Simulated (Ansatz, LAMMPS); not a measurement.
# Amorphous poly(propylene oxide) (as short chains C35O12H72) at 340 K (238 atoms): a single point, part 2 of 2

Aim: energy, forces, charges and density of states of amorphous poly(propylene oxide) (as short chains C35O12H72) at 340 K (238 atoms) at a fixed geometry.

Ansatz 0.2.0; Kohn-Sham DFT, LDA, PAW (set soft_2), plane waves.

The cell: 70 C, 24 O and 144 H. The network of contacts between molecules at the start is that of the classical potential that made the cell. The functional has no dispersion term. The density was typed from a rule of thumb and may lie off the real one at this temperature. Sampling is at Γ alone, for a cell whose shortest periodic width is 13 Å.

So far: Set-up; The classical run that made the cell; Plane-wave single point.

## 3. Plane-wave single point (continued)

Electrostatic potential energy in the bc plane at fractional x = 0.022, with atoms of O and C and H within 0.2 Å of it. With pseudopotentials it is smooth inside the atoms' cores, unlike the true potential.

Ten even steps from '0' (-41 eV) to '9' (5 eV), each cell a mean:
```
99996269999710067899999999999999999999
99999899999720142699999999999999999999
99999999999987888999999976689999999999
99999999999999999999999863268999999999
99999999999999999999999987675579999999
99999988999999999999999999850048999999
99999988999999999999999996443478999999
99999999999987899999999981005889999999
99999999999987899995699995334688899999
99999999999999999983389999840272399999
99999997689999999987567887655687899999
97368885479999538898731253004899999999
98577788999999548999930044115789999999
99987789999999999999997788762365799999
99973258999999999999999999874462599999
98861038999999999999999999878998999999
87887688999999999999999999999999999999
34999999999999999999999999999999999998
77999999999999988999999999999999999999
99999999999999978999986786662599999999
99878889989988866865674561156899999999
99514225657522666600058885479999999999
99984003777100488853489998789999999999
99997358998643689999999999999999999999
```
Columns run along b (13.3 Å; values clipped at the 3rd and 97th percentile), rows up along c (13.3 Å). Atoms in or near the plane, at fractional coordinates: O at (0.69, 0.67), C at (0.69, 0.49), O at (0.59, 0.48), O at (0.50, 0.08), C at (0.32, 0.06), C at (0.35, 0.95), C at (0.15, 0.06), H at (0.83, 0.59), H at (0.82, 0.40), H at (0.51, 0.61), H at (0.38, 0.49), H at (0.05, 0.49), H at (0.01, 0.25), H at (0.74, 0.17) and more.

Mean intrinsic-atomic-orbital charges: C -0.22, H +0.17, O -0.40 e. The largest share in the top eV of filled states is O p (67 % of the projected weight), and in the lowest eV of empty states H s (53 % of the projected weight).

## 4. Local order

These statistics describe the geometry on which the runs were made.

Density 0.968 g/cm³, 9.874 Å³ an atom.

Pair distribution functions g(r), in bins of 0.2 Å:

```
r (Å)  total   H-H   H-C   H-O   C-C    C-O   O-O
 1.00   2.02  0.00  5.70  0.00  0.00   0.00  0.00
 1.20   1.92  0.00  5.35  0.00  0.00   0.00  0.00
 1.40   0.97  0.00  0.00  0.00  2.47  12.71  0.00
 1.60   0.53  0.26  0.00  0.00  4.87   0.24  0.00
 1.80   0.94  2.58  0.00  0.00  0.00   0.00  0.00
 2.00   0.68  0.16  0.67  3.21  0.00   0.00  0.00
 2.20   1.42  0.83  2.42  1.87  0.15   0.32  0.00
 2.40   1.29  1.31  0.39  1.34  2.38   5.03  0.00
 2.60   1.18  1.23  0.93  2.45  0.46   0.95  0.00
 2.80   0.84  0.80  0.93  1.19  0.10   0.84  1.60
 3.00   0.82  1.02  0.72  0.82  0.63   0.56  0.70
 3.20   0.74  0.92  0.72  0.70  0.45   0.22  1.30
 3.40   0.77  0.79  0.96  1.03  0.10   0.05  0.00
 3.60   0.89  0.98  0.91  0.57  0.99   0.51  2.23
 3.80   0.96  1.03  1.11  0.79  0.56   0.62  0.93
 4.00   1.03  1.06  1.17  0.84  0.76   0.80  0.42
 4.20   0.97  0.98  1.02  0.75  1.38   0.56  0.37
 4.40   1.10  1.24  1.00  0.95  1.18   1.10  1.18
 4.60   1.04  1.00  1.04  1.17  1.25   0.87  0.61
 4.80   1.07  1.03  1.11  1.04  1.21   0.94  1.14
 5.00   1.04  0.97  1.10  0.99  1.18   1.10  1.04
 5.20   1.06  1.04  1.01  1.20  1.30   0.92  0.72
 5.40   1.05  0.94  1.06  1.11  1.15   1.42  0.67
 5.60   0.96  0.97  0.96  0.93  0.96   1.05  1.04
 5.80   1.01  1.03  1.00  1.02  0.91   1.23  0.57
 6.00   1.05  1.07  0.92  1.12  1.13   1.42  1.34
 6.20   1.01  0.96  1.05  1.06  0.95   1.04  1.43
 6.40   1.00  0.95  1.00  1.15  1.01   1.06  1.20
```

Bonds by pair of elements; cutoffs follow the first minimum of g(r), held within bounds set by covalent radii, and pairs that aren't listed don't count as bonded:

```
pair A-B  cutoff (Å)  bonds  mean length (Å)  spread (Å)  shortest (Å)  B about A  A about B
     H-C        1.34    144              1.1        0.03          1.01          1       2.06
     C-C        1.85     44             1.52        0.03          1.44       1.26       1.26
     C-O        1.73     48             1.44       0.029          1.38      0.686          2
```

How many atoms have how many bonded neighbours:

```
element  mean    1   2   4
      C     4    0   0  70
      H     1  144   0   0
      O     2    0  24   0
```

Bond angles (no mean is given where the spread exceeds 20°):

```
angle  count  mean (°)  spread (°)
C-C-H    154       110         4.6
H-C-H    100       108         4.4
H-C-O     78       110         3.8
C-C-O     66       110         4.4
C-O-C     24       112         2.2
```

Counting bonds as in the table, all C atoms have 4, all H atoms have 1 and all O atoms have 2 bonded neighbours. The C-C-H angle averages 110° with a spread of 5°.

A closer look about C124, which bears the longest force: 14 atoms, nearest first, numbered in the order of the input, with positions taken from that point.

```
atom      x      y      z  distance (Å)  bonds  intrinsic-atomic-orbital charge (e)     Fx     Fy  Fz (eV/Å)
C124   0.00   0.00   0.00          0.00      4                                -0.55  -2.33   3.14       1.10
H174   0.64  -0.74   0.26          1.01      1                                 0.19   2.16  -2.37       1.13
H173   0.52   0.95  -0.04          1.09      1                                 0.20   0.47   0.41       0.17
H175  -0.82   0.17   0.76          1.13      1                                 0.18   0.61  -0.43      -0.38
C123  -0.58  -0.23  -1.30          1.44      4                                 0.06  -0.94   0.59      -2.02
H172   0.21  -0.01  -2.04          2.05      1                                 0.15  -0.11  -0.33      -0.34
O125  -1.60   0.82  -1.46          2.31      2                                -0.42  -0.10  -1.60      -0.29
C122  -1.03  -1.68  -1.42          2.43      4                                -0.14   0.34   0.48      -0.69
H171  -0.26  -2.33  -0.93          2.53      1                                 0.15  -0.50   0.32       0.05
H237  -1.61  -1.55   1.53          2.71      1                                 0.15   0.51  -0.31       0.49
H170  -2.01  -1.74  -0.95          2.82      1                                 0.16  -0.72  -0.30       1.12
H236   0.01  -2.45   1.73          3.00      1                                 0.16  -1.05   0.38       0.40
H116   2.80  -1.68  -0.35          3.29      1                                 0.16  -0.18   0.28      -0.04
C166  -1.03  -2.27   2.18          3.31      4                                -0.30   0.97  -0.42      -2.42
```

The column of bonds counts only the pairs H-C within 1.34 Å, C-C within 1.85 Å, C-O within 1.73 Å; other neighbours, such as metal atoms beside each other in a compound, aren't counted, and periodic images can show an atom twice.

## 5. Outcome

```json
{
  "free energy per atom": "-136.8586 eV/atom",
  "pressure": "-0.7606 GPa",
  "r.m.s. force component": "0.8897 eV/Å",
  "gap (highest filled to lowest empty level)": "3.995 eV",
  "wall time of the 1 DFT run": "29 s"
}
```

**Reading.** The highest filled and lowest empty levels differ by 4.00 eV (at Γ alone); a local or semilocal functional tends to put such gaps too low. In a disordered cell it changes from sample to sample, and tail or defect levels can set it. Counting bonds as in the table, all C atoms have 4, all H atoms have 1 and all O atoms have 2 bonded neighbours.

What to keep in mind: The force components of 0.89 eV/Å r.m.s. come partly from thermal motion and partly from the difference between the classical potential and DFT, above all in bond lengths inside molecules. The pressure of a single frame lacks the kinetic term.

[Logs are printed without paths, hosts, clocks, repeated set-up lines and the standing remarks that a program may print on its own settings, such as how far it seeks lower states.]

[Hosts, paths, dates, database ids (printed as entryN), source tags and the programs' standing remarks are cut or masked in the printed files.]
